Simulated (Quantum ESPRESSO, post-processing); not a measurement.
# 1T-SnSe2, 1 layer, stepped through biaxial strain, part 7 of 7

Aim: how the results for 1T-SnSe2, 1 layer change with biaxial strain.

Quantum ESPRESSO 7.5; plane-wave DFT, PBE, GBRV ultrasoft pseudopotentials.

So far. Step 9 (Relaxing the ions, -3 %): The relaxation lowers the energy by 5 meV an atom. Step 12 (Relaxation with pw.x, 3 %): The relaxation lowers the energy by 4 meV an atom.

## 15. Relaxing the ions, 4 %

Level of this step: plane-wave DFT, PBE, GBRV ultrasoft pseudopotentials (Quantum ESPRESSO 7.5).

Contents of m8.relax.in:

```
&control
  prefix = 'm8.relax'
  outdir = './out'
  pseudo_dir = './pseudo'
  nstep = 40
  forc_conv_thr = 0.0003
  calculation = 'relax'
  tstress = .true.
/
&system
  ibrav = 0
  nat = 3
  ntyp = 2
  ecutwfc = 50
  ecutrho = 250
  occupations = 'smearing'
  smearing = 'fd'
  degauss = 0.002
/
&electrons
  conv_thr = 1e-09
  mixing_beta = 0.4
  electron_maxstep = 120
  mixing_mode = 'plain'
/
&ions
/
ATOMIC_SPECIES
  Se  78.9710  se_pbe_v1.uspp.F.UPF
  Sn  118.7100  sn_pbe_v1.4.uspp.F.UPF
CELL_PARAMETERS angstrom
  3.99743175312000 0.00000000000000 0.00000000000000
  -1.99871587656000 3.46187744760000 0.00000000000000
  0.00000000000000 0.00000000000000 17.11048904300000
ATOMIC_POSITIONS crystal
  Se  0.666666666700 0.333333333300 0.406276276500
  Sn  0.000000000000 0.000000000000 0.500000000000
  Se  0.333333333300 0.666666666700 0.593723723500
K_POINTS automatic
  12 12 1 0 0 0
```

Command:

```
OMP_NUM_THREADS=1 mpirun -n 4 pw.x -nk 4 -in m8.relax.in > m8.relax.out
```

What it wrote:

```text
[banner, memory and clock lines left out]
Program PWSCF v.7.5 starts
[...]
Message from routine setup:
[...]
number of electrons       =        26.00
     number of Kohn-Sham states=           17
     kinetic-energy cutoff     =      50.0000  Ry
     charge density cutoff     =     250.0000  Ry
[...]
number of k points=    19  Fermi-Dirac smearing, width (Ry)=  0.0020
[...]
Dense  grid:   106525 G-vectors     FFT dimensions: (  40,  40, 180)
[...]
negative rho (up, down):  1.739E-04 0.000E+00
     Starting wfcs are   17 randomized atomic wfcs
[...]
negative rho (up, down):  4.441E-05 0.000E+00
[...]
estimated scf accuracy    <       0.49423163 Ry
[...]
negative rho (up, down):  9.139E-05 0.000E+00
[...]
estimated scf accuracy    <       0.08019513 Ry
[...]
negative rho (up, down):  1.499E-04 0.000E+00
[...]
estimated scf accuracy    <       0.00795935 Ry
[...]
negative rho (up, down):  2.097E-04 0.000E+00
[...]
estimated scf accuracy    <       0.00153646 Ry
[...]
negative rho (up, down):  2.293E-04 0.000E+00
[...]
estimated scf accuracy    <       0.00010156 Ry
[...]
negative rho (up, down):  2.373E-04 0.000E+00
[...]
estimated scf accuracy    <       0.00000984 Ry
[...]
negative rho (up, down):  2.408E-04 0.000E+00
[...]
estimated scf accuracy    <       0.00000303 Ry
[...]
negative rho (up, down):  2.435E-04 0.000E+00
[...]
estimated scf accuracy    <       0.00000075 Ry
[...]
negative rho (up, down):  2.451E-04 0.000E+00
[...]
estimated scf accuracy    <          7.2E-09 Ry
[...]
negative rho (up, down):  2.460E-04 0.000E+00
[...]
estimated scf accuracy    <          3.7E-09 Ry
[...]
negative rho (up, down):  2.474E-04 0.000E+00
[...]
the Fermi energy is    -1.6949 ev
!    total energy              =    -246.51766678 Ry
     estimated scf accuracy    <          2.1E-10 Ry
     smearing contrib. (-TS)   =      -0.00000000 Ry
     internal energy E=F+TS    =    -246.51766678 Ry
[...]
one-electron contribution =    -591.79097768 Ry
     hartree contribution      =     302.85830381 Ry
     xc contribution           =    -102.28761802 Ry
     ewald contribution        =     144.70262511 Ry
     convergence has been achieved in  11 iterations
     negative rho (up, down):  2.474E-04 0.000E+00
[...]
Total force =     0.021171     Total SCF correction =     0.000018
[...]
negative rho (up, down):  2.474E-04 0.000E+00
[...]
negative rho (up, down):  2.513E-04 0.000E+00
[...]
negative rho (up, down):  2.486E-04 0.000E+00
[...]
estimated scf accuracy    <       0.00000673 Ry
[...]
negative rho (up, down):  2.476E-04 0.000E+00
[...]
estimated scf accuracy    <       0.00000154 Ry
[...]
negative rho (up, down):  2.472E-04 0.000E+00
[...]
estimated scf accuracy    <       0.00000008 Ry
[...]
negative rho (up, down):  2.471E-04 0.000E+00
[...]
estimated scf accuracy    <       0.00000002 Ry
[...]
negative rho (up, down):  2.471E-04 0.000E+00
[...]
estimated scf accuracy    <          2.5E-09 Ry
[...]
negative rho (up, down):  2.471E-04 0.000E+00
[...]
the Fermi energy is    -1.6971 ev
!    total energy              =    -246.51808052 Ry
     estimated scf accuracy    <          5.9E-10 Ry
     smearing contrib. (-TS)   =      -0.00000000 Ry
     internal energy E=F+TS    =    -246.51808052 Ry
[...]
one-electron contribution =    -592.97405760 Ry
     hartree contribution      =     303.44579249 Ry
     xc contribution           =    -102.29458991 Ry
     ewald contribution        =     145.30477450 Ry
     convergence has been achieved in   6 iterations
     negative rho (up, down):  2.471E-04 0.000E+00
[...]
Total force =     0.017902     Total SCF correction =     0.000044
[...]
negative rho (up, down):  2.471E-04 0.000E+00
[...]
WARNING: bfgs curvature condition failed, Theta= 0.946
[...]
negative rho (up, down):  2.512E-04 0.000E+00
[...]
negative rho (up, down):  2.483E-04 0.000E+00
[...]
estimated scf accuracy    <       0.00000826 Ry
[...]
negative rho (up, down):  2.474E-04 0.000E+00
[...]
estimated scf accuracy    <       0.00000188 Ry
[...]
negative rho (up, down):  2.471E-04 0.000E+00
[...]
estimated scf accuracy    <       0.00000011 Ry
[...]
negative rho (up, down):  2.471E-04 0.000E+00
[...]
estimated scf accuracy    <       0.00000002 Ry
[...]
negative rho (up, down):  2.471E-04 0.000E+00
[...]
estimated scf accuracy    <          3.1E-09 Ry
[...]
negative rho (up, down):  2.472E-04 0.000E+00
[...]
estimated scf accuracy    <          6.1E-10 Ry
[...]
negative rho (up, down):  2.472E-04 0.000E+00
[...]
the Fermi energy is    -1.6996 ev
!    total energy              =    -246.51845537 Ry
     estimated scf accuracy    <          3.5E-11 Ry
     smearing contrib. (-TS)   =      -0.00000000 Ry
     internal energy E=F+TS    =    -246.51845537 Ry
[...]
one-electron contribution =    -594.27546672 Ry
     hartree contribution      =     304.09225506 Ry
     xc contribution           =    -102.30230475 Ry
     ewald contribution        =     145.96706103 Ry
     convergence has been achieved in   7 iterations
     negative rho (up, down):  2.472E-04 0.000E+00
[...]
Total force =     0.014279     Total SCF correction =     0.000008
[...]
negative rho (up, down):  2.472E-04 0.000E+00
[...]
negative rho (up, down):  2.543E-04 0.000E+00
[...]
negative rho (up, down):  2.491E-04 0.000E+00
[...]
estimated scf accuracy    <       0.00001838 Ry
[...]
negative rho (up, down):  2.479E-04 0.000E+00
[...]
estimated scf accuracy    <       0.00000423 Ry
[...]
negative rho (up, down):  2.479E-04 0.000E+00
[...]
estimated scf accuracy    <       0.00000025 Ry
[...]
negative rho (up, down):  2.482E-04 0.000E+00
[...]
estimated scf accuracy    <       0.00000005 Ry
[...]
negative rho (up, down):  2.485E-04 0.000E+00
[...]
estimated scf accuracy    <          7.3E-09 Ry
[...]
negative rho (up, down):  2.487E-04 0.000E+00
[...]
estimated scf accuracy    <          1.3E-09 Ry
[...]
negative rho (up, down):  2.488E-04 0.000E+00
[...]
estimated scf accuracy    <          6.1E-11 Ry
[...]
negative rho (up, down):  2.490E-04 0.000E+00
[...]
the Fermi energy is    -1.7033 ev
!    total energy              =    -246.51885822 Ry
     estimated scf accuracy    <          7.8E-12 Ry
     smearing contrib. (-TS)   =      -0.00000000 Ry
     internal energy E=F+TS    =    -246.51885822 Ry
[...]
one-electron contribution =    -596.22617081 Ry
     hartree contribution      =     305.06094889 Ry
     xc contribution           =    -102.31393360 Ry
     ewald contribution        =     146.96029729 Ry
     convergence has been achieved in   8 iterations
     negative rho (up, down):  2.490E-04 0.000E+00
[...]
Total force =     0.008772     Total SCF correction =     0.000004
[...]
negative rho (up, down):  2.490E-04 0.000E+00
[...]
negative rho (up, down):  2.610E-04 0.000E+00
[...]
negative rho (up, down):  2.519E-04 0.000E+00
[...]
estimated scf accuracy    <       0.00004026 Ry
[...]
negative rho (up, down):  2.507E-04 0.000E+00
[...]
estimated scf accuracy    <       0.00000988 Ry
[...]
negative rho (up, down):  2.510E-04 0.000E+00
[...]
estimated scf accuracy    <       0.00000069 Ry
[...]
negative rho (up, down):  2.518E-04 0.000E+00
[...]
estimated scf accuracy    <       0.00000018 Ry
[...]
negative rho (up, down):  2.524E-04 0.000E+00
[...]
estimated scf accuracy    <       0.00000005 Ry
[...]
negative rho (up, down):  2.529E-04 0.000E+00
[...]
estimated scf accuracy    <          5.5E-09 Ry
[...]
negative rho (up, down):  2.531E-04 0.000E+00
[...]
estimated scf accuracy    <          6.9E-10 Ry
[...]
negative rho (up, down):  2.533E-04 0.000E+00
[...]
estimated scf accuracy    <          3.2E-10 Ry
[...]
negative rho (up, down):  2.536E-04 0.000E+00
[...]
the Fermi energy is    -1.7081 ev
!    total energy              =    -246.51909841 Ry
     estimated scf accuracy    <          8.9E-12 Ry
     smearing contrib. (-TS)   =      -0.00000000 Ry
     internal energy E=F+TS    =    -246.51909841 Ry
[...]
one-electron contribution =    -599.14985886 Ry
     hartree contribution      =     306.51273585 Ry
     xc contribution           =    -102.33156177 Ry
     ewald contribution        =     148.44958638 Ry
     convergence has been achieved in   9 iterations
     negative rho (up, down):  2.536E-04 0.000E+00
[...]
Total force =     0.000370     Total SCF correction =     0.000007
[...]
negative rho (up, down):  2.536E-04 0.000E+00
[...]
negative rho (up, down):  2.536E-04 0.000E+00
[...]
negative rho (up, down):  2.537E-04 0.000E+00
[...]
estimated scf accuracy    <       0.00000008 Ry
[...]
negative rho (up, down):  2.538E-04 0.000E+00
[...]
estimated scf accuracy    <       0.00000002 Ry
[...]
negative rho (up, down):  2.538E-04 0.000E+00
[...]
estimated scf accuracy    <          9.8E-10 Ry
[...]
negative rho (up, down):  2.538E-04 0.000E+00
[...]
estimated scf accuracy    <          1.2E-10 Ry
[...]
negative rho (up, down):  2.539E-04 0.000E+00
[...]
estimated scf accuracy    <          4.1E-11 Ry
[...]
negative rho (up, down):  2.539E-04 0.000E+00
[...]
the Fermi energy is    -1.7084 ev
!    total energy              =    -246.51909885 Ry
     estimated scf accuracy    <          2.1E-12 Ry
     smearing contrib. (-TS)   =      -0.00000000 Ry
     internal energy E=F+TS    =    -246.51909885 Ry
[...]
one-electron contribution =    -599.27855052 Ry
     hartree contribution      =     306.57662069 Ry
     xc contribution           =    -102.33234413 Ry
     ewald contribution        =     148.51517512 Ry
     convergence has been achieved in   6 iterations
     negative rho (up, down):  2.539E-04 0.000E+00
[...]
Total force =     0.000005     Total SCF correction =     0.000002
[...]
negative rho (up, down):  2.539E-04 0.000E+00
[...]
```

The job ended after 1.7 min (4 MPI ranks of Arm Neoverse V2, shared host; peak memory 0.75 GiB; 6.8 min of CPU time).

Relaxation path:

```
step  energy less that of the first step (eV)  largest force (eV/Å)
   1                                   0.0000                0.3849
   2                                  -0.0056                0.3255
   3                                  -0.0107                0.2596
   4                                  -0.0162                0.1595
   5                                  -0.0195                0.0067
   6                                  -0.0195                0.0001
```

The atoms that moved most (Å):

```
atom     dx     dy      dz  length
 Se1  0.000  0.000   0.050   0.050
 Se3  0.000  0.000  -0.050   0.050
```

The relaxed structure:

```cif
data_structure
_symmetry_space_group_name_H-M 'P 1'
_symmetry_Int_Tables_number 1
_cell_length_a 3.9974
_cell_length_b 3.9974
_cell_length_c 17.1105
_cell_angle_alpha 90.000
_cell_angle_beta 90.000
_cell_angle_gamma 120.000
_cell_volume 236.79
loop_
_atom_site_label
_atom_site_type_symbol
_atom_site_fract_x
_atom_site_fract_y
_atom_site_fract_z
_atom_site_occupancy
Se1 Se 0.66667 0.33333 0.40921 1
Sn2 Sn 0.00000 0.00000 0.50000 1
Se3 Se 0.33333 0.66667 0.59079 1
```

The relaxation lowers the energy by 6 meV an atom.

Read from the output:

```
free energy  : -3354.0632 eV
Fermi energy : -1.708 eV
```

## 16. Self-consistent run, 4 %

Contents of m8.scf.in:

```
&control
  prefix = 'm8.scf'
  outdir = './out'
  pseudo_dir = './pseudo'
  calculation = 'scf'
  tprnfor = .true.
/
&system
  ibrav = 0
  nat = 3
  ntyp = 2
  ecutwfc = 40
  ecutrho = 200
  occupations = 'smearing'
  smearing = 'fd'
  degauss = 0.002
  nbnd = 17
/
&electrons
  conv_thr = 1e-09
  mixing_beta = 0.4
  electron_maxstep = 120
  mixing_mode = 'plain'
/
ATOMIC_SPECIES
  Se  78.9710  se_pbe_v1.uspp.F.UPF
  Sn  118.7100  sn_pbe_v1.4.uspp.F.UPF
CELL_PARAMETERS angstrom
  3.99743175312000 0.00000000000000 0.00000000000000
  -1.99871587656000 3.46187744760000 0.00000000000000
  0.00000000000000 0.00000000000000 17.11048904300000
ATOMIC_POSITIONS crystal
  Se  0.666666666700 0.333333333300 0.409208789900
  Sn  0.000000000000 0.000000000000 0.500000000000
  Se  0.333333333300 0.666666666700 0.590791210100
K_POINTS automatic
  12 12 1 0 0 0
```

Command:

```
OMP_NUM_THREADS=1 mpirun -n 4 pw.x -nk 4 -in m8.scf.in > m8.scf.out
```

What it wrote:

```text
[banner, memory and clock lines left out]
Program PWSCF v.7.5 starts
[...]
Message from routine setup:
[...]
number of electrons       =        26.00
     number of Kohn-Sham states=           17
     kinetic-energy cutoff     =      40.0000  Ry
     charge density cutoff     =     200.0000  Ry
[...]
number of k points=    19  Fermi-Dirac smearing, width (Ry)=  0.0020
[...]
Dense  grid:    76153 G-vectors     FFT dimensions: (  36,  36, 150)
[...]
negative rho (up, down):  1.851E-04 0.000E+00
     Starting wfcs are   17 randomized atomic wfcs
[...]
negative rho (up, down):  8.291E-05 0.000E+00
[...]
estimated scf accuracy    <       0.50493308 Ry
[...]
negative rho (up, down):  1.378E-04 0.000E+00
[...]
estimated scf accuracy    <       0.07383388 Ry
[...]
negative rho (up, down):  1.974E-04 0.000E+00
[...]
estimated scf accuracy    <       0.00720197 Ry
[...]
negative rho (up, down):  2.583E-04 0.000E+00
[...]
estimated scf accuracy    <       0.00153917 Ry
[...]
negative rho (up, down):  2.780E-04 0.000E+00
[...]
estimated scf accuracy    <       0.00008850 Ry
[...]
negative rho (up, down):  2.806E-04 0.000E+00
[...]
estimated scf accuracy    <       0.00003852 Ry
[...]
negative rho (up, down):  2.831E-04 0.000E+00
[...]
estimated scf accuracy    <       0.00000443 Ry
[...]
negative rho (up, down):  2.854E-04 0.000E+00
[...]
estimated scf accuracy    <       0.00000031 Ry
[...]
negative rho (up, down):  2.867E-04 0.000E+00
[...]
estimated scf accuracy    <       0.00000003 Ry
[...]
negative rho (up, down):  2.887E-04 0.000E+00
[...]
the Fermi energy is    -1.7081 ev
!    total energy              =    -246.51264676 Ry
     estimated scf accuracy    <          5.1E-10 Ry
     smearing contrib. (-TS)   =      -0.00000000 Ry
     internal energy E=F+TS    =    -246.51264676 Ry
[...]
one-electron contribution =    -599.27418062 Ry
     hartree contribution      =     306.58040897 Ry
     xc contribution           =    -102.33405020 Ry
     ewald contribution        =     148.51517509 Ry
     convergence has been achieved in  10 iterations
     negative rho (up, down):  2.887E-04 0.000E+00
[...]
Total force =     0.000042     Total SCF correction =     0.000037
[...]
```

Elapsed: 12 s, on 4 MPI ranks; peak memory 0.54 GiB; 48 s of CPU time.

Numbers from this step:

```
free energy                          : -3353.9754 eV
valence top, on the run's zero       : -2.164 eV
conduction bottom, on the run's zero : -1.280 eV
gap by band count                    : 0.8843 eV
```

## 17. Self-consistent run, 4 %

Level of this step: plane-wave DFT, PBE, PseudoDojo fully relativistic norm-conserving pseudopotentials (Quantum ESPRESSO 7.5).

m8.soc.in, as its differences from the input of step 16:

```diff
@@ -1,3 +1,3 @@
 &control
-  prefix = 'm8.scf'
+  prefix = 'm8.soc'
   outdir = './out'
@@ -11,4 +11,4 @@
   ntyp = 2
-  ecutwfc = 40
-  ecutrho = 200
+  ecutwfc = 78
+  ecutrho = 312
   occupations = 'smearing'
@@ -16,6 +16,8 @@
   degauss = 0.002
-  nbnd = 17
+  noncolin = .true.
+  lspinorb = .true.
+  nbnd = 52
 /
 &electrons
-  conv_thr = 1e-09
+  conv_thr = 1e-07
   mixing_beta = 0.4
@@ -25,4 +27,4 @@
 ATOMIC_SPECIES
-  Se  78.9710  se_pbe_v1.uspp.F.UPF
-  Sn  118.7100  sn_pbe_v1.4.uspp.F.UPF
+  Se  78.9710  Se.dojo-fr-pbe-0.4-standard.upf
+  Sn  118.7100  Sn.dojo-fr-pbe-0.4-standard.upf
 CELL_PARAMETERS angstrom
@@ -36,2 +38,2 @@
 K_POINTS automatic
-  12 12 1 0 0 0
+  6 6 1 0 0 0
```

Command:

```
OMP_NUM_THREADS=1 mpirun -n 4 pw.x -nk 2 -in m8.soc.in > m8.soc.out
```

What it wrote:

```text
[banner, memory and clock lines left out]
Program PWSCF v.7.5 starts
[...]
Message from routine setup:
[...]
number of electrons       =        46.00
     number of Kohn-Sham states=           52
     kinetic-energy cutoff     =      78.0000  Ry
     charge density cutoff     =     312.0000  Ry
[...]
number of k points=     7  Fermi-Dirac smearing, width (Ry)=  0.0020
[...]
Dense  grid:   148585 G-vectors     FFT dimensions: (  45,  45, 192)
[...]
negative rho (up, down):  9.711E-06 0.000E+00
     Starting wfcs are   54 randomized atomic wfcs
[...]
negative rho (up, down):  3.622E-06 0.000E+00
[...]
estimated scf accuracy    <       0.08648732 Ry
[...]
negative rho (up, down):  1.836E-06 0.000E+00
[...]
estimated scf accuracy    <       0.01378354 Ry
[...]
negative rho (up, down):  4.356E-07 0.000E+00
[...]
estimated scf accuracy    <       0.00273910 Ry
[...]
estimated scf accuracy    <       0.00040712 Ry
[...]
estimated scf accuracy    <       0.00001942 Ry
[...]
estimated scf accuracy    <       0.00000233 Ry
[...]
estimated scf accuracy    <       0.00000017 Ry
[...]
the Fermi energy is    -1.0615 ev
!    total energy              =    -642.46362863 Ry
     estimated scf accuracy    <       0.00000002 Ry
     smearing contrib. (-TS)   =      -0.00000000 Ry
     internal energy E=F+TS    =    -642.46362863 Ry
[...]
one-electron contribution =   -1839.04920579 Ry
     hartree contribution      =     918.88932672 Ry
     xc contribution           =    -140.80425685 Ry
     ewald contribution        =     418.50050730 Ry
     convergence has been achieved in   8 iterations
[...]
Total force =     0.001108     Total SCF correction =     0.000738
[...]
```

Elapsed: 65 s, on 4 MPI ranks; peak memory 1.1 GiB; 4.3 min of CPU time.

Read from the output:

* free energy: -8741.1630 eV
* Fermi energy: -1.062 eV
* valence top, on the run's zero: -1.511 eV
* conduction bottom, on the run's zero: -0.6330 eV
* gap by band count: 0.8782 eV

## 18. The series side by side

The series in one table, energies over the lowest:

```
biaxial strain  energy (eV)  gap along the path (eV)  upper vacuum level over the valence top of the mesh (eV)  lower vacuum level over that top (eV)  gap with spin-orbit coupling (eV)
          -4 %       0.1429                   0.5433                                                     5.544                                  5.544                             0.4516
          -3 %       0.0852                   0.6064                                                     5.669                                  5.669                             0.5245
          -2 %       0.0431                   0.6622                                                     5.786                                  5.786                             0.5914
          -1 %       0.0157                   0.7087                                                     5.896                                  5.896                             0.6534
           0 %       0.0016                   0.7513                                                     5.999                                  5.999                             0.7107
           1 %       0.0000                   0.7907                                                     6.084                                  6.084                             0.7645
           2 %       0.0096                   0.8274                                                     6.162                                  6.162                             0.8151
           3 %       0.0298                   0.8576                                                     6.235                                  6.235                              0.854
           4 %       0.0597                   0.8843                                                     6.303                                  6.303                             0.8796
```

## 19. The arithmetic

A parabola through the energies within ±2 % has E = 61.79 eV × ε² -0.826 eV × ε; for the curvature, over A = 12.795 Å² this is 61.79 × 1/12.795 × 16.02 = 77 N/m.

## 20. Outcome

| Item | Value |
| --- | --- |
| C11 + C12 | 77 N/m |
| gap along the path, at -4 % and at 4 % | 0.54, 0.88 eV |
| upper vacuum level over the valence top of the mesh, at -4 % and at 4 % | 5.54, 6.30 eV |
| lower vacuum level over that top, at -4 % and at 4 % | 5.54, 6.30 eV |
| gap with spin-orbit coupling, at -4 % and at 4 % | 0.45, 0.88 eV |

What this shows: The series holds 9 members; C11 + C12: 77 N/m (PBE, GBRV ultrasoft). The energy is lowest at +0.7 % strain. From -4 % to 4 % the gap along the path rises from 0.54 to 0.88 eV. From -4 % to 4 % the upper vacuum level over the valence top of the mesh rises from 5.54 to 6.30 eV. From -4 % to 4 % the lower vacuum level over that top rises from 5.54 to 6.30 eV. From -4 % to 4 % the gap with spin-orbit coupling rises from 0.45 to 0.88 eV. Semilocal gaps are too small; the 1×1 cell can't ripple over many cells under compression as a free sheet would.

[Logs are printed without paths, hosts, clocks, repeated set-up lines and the standing remarks that a program may print on its own settings, such as how far it seeks lower states.]

[Hosts, paths, dates, database ids (printed as entryN), source tags and the programs' standing remarks are cut or masked in the printed files.]

[Maps of the electrostatic potential energy from Ansatz leave out the sawtooth potential of an applied field or a dipole correction, so their vacuum need not be flat; planar profiles and work functions include it.]
